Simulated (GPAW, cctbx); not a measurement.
## By hand: from a DFT structure factor to an extinction distance in Nb2Cd3

Nb2Cd3, P-3m1 (no. 164), a = 4.7139 Å, b = 4.7139 Å, c = 5.9048 Å, α = 90.00°, β = 90.00°, γ = 120.00°.

```
atom  mult.    x    y       z
 Cd1      1    0    0       0
 Cd2      2  2/3  1/3  0.3773
 Nb1      2  2/3  1/3  0.8862
```

The cell comes from substitution in a known structure type and wasn't matched to any measured phase.

A DFT run (GPAW, PBE, 450 eV, 6×6×4 k-points (along the axes of the calculation cell), Fermi–Dirac width 0.1 eV) gives the static X-ray structure factor of 001 as 38.475 e for the conventional cell; superposed free atoms give 38.172 e. **Problem.** Find the Fourier component V of the crystal potential and the two-beam extinction distance at 80 kV in both cases.

## 1. Geometry

The cell volume is Ω = 113.63 Å³ and d(001) = 5.9048 Å, so g = 1/d = 0.1694 Å⁻¹.

## 2. The nuclei

Electrons feel nuclei as well as electrons, so the nuclear charges are summed with the same phases.

Phase sums Σ exp(2πi h·x), turned so that the total is real and positive: Cd -0.434, Nb +1.510. Then F_Z = 48 × (-0.434) + 41 × (+1.510) = 41.09 e. The electron term has the same sign for this reflection.

## 3. Mott–Bethe

Poisson's equation, term by term, gives V = (e/4πε₀)(F_Z − F)/(πΩg²), with e/4πε₀ = 14.3996 V Å.

The prefactor is 14.3996 × 5.9048²/(π × 113.63) = 1.40642 V per electron. Free atoms: (41.09 − 38.172) × 1.40642 = 4.097 V. Crystal: (41.09 − 38.475) × 1.40642 = 3.671 V. F changes by +0.79 % and V by -10.4 %: the same 0.30 e is measured against F_Z − F = 2.9 e in place of F = 38.2 e.

## 4. Extinction distance

In the two-beam case ξ = 1/(λU) with U = 2γm₀eV/h², that is ξ = 150.41 V Å²/(γλV).

At 80 kV, λ = 0.04176 Å and γ = 1.1566. Free atoms: ξ = 760 Å. Crystal: ξ = 848 Å. The thickness fringes go as sin²(πt/ξ), so the two patterns slip by a quarter of a period when t|1/ξ₁ − 1/ξ₀| = 1/4, at t ≈ 183 nm. Thermal motion, absorption and many-beam coupling, left out here, change a real pattern.

## 5. Answer

V(001) is 3.67 V against 4.10 V, and ξ is 848 against 760 Å. Limits: static atoms, two beams.

[Outputs are excerpts: Python notices, other lines and further rows are left out; steps that failed or that the build refused (PBEsol, TPSS) are not shown.]

[Logs are printed without paths, hosts, clocks, repeated set-up lines and the standing remarks that a program may print on its own settings, such as how far it seeks lower states.]
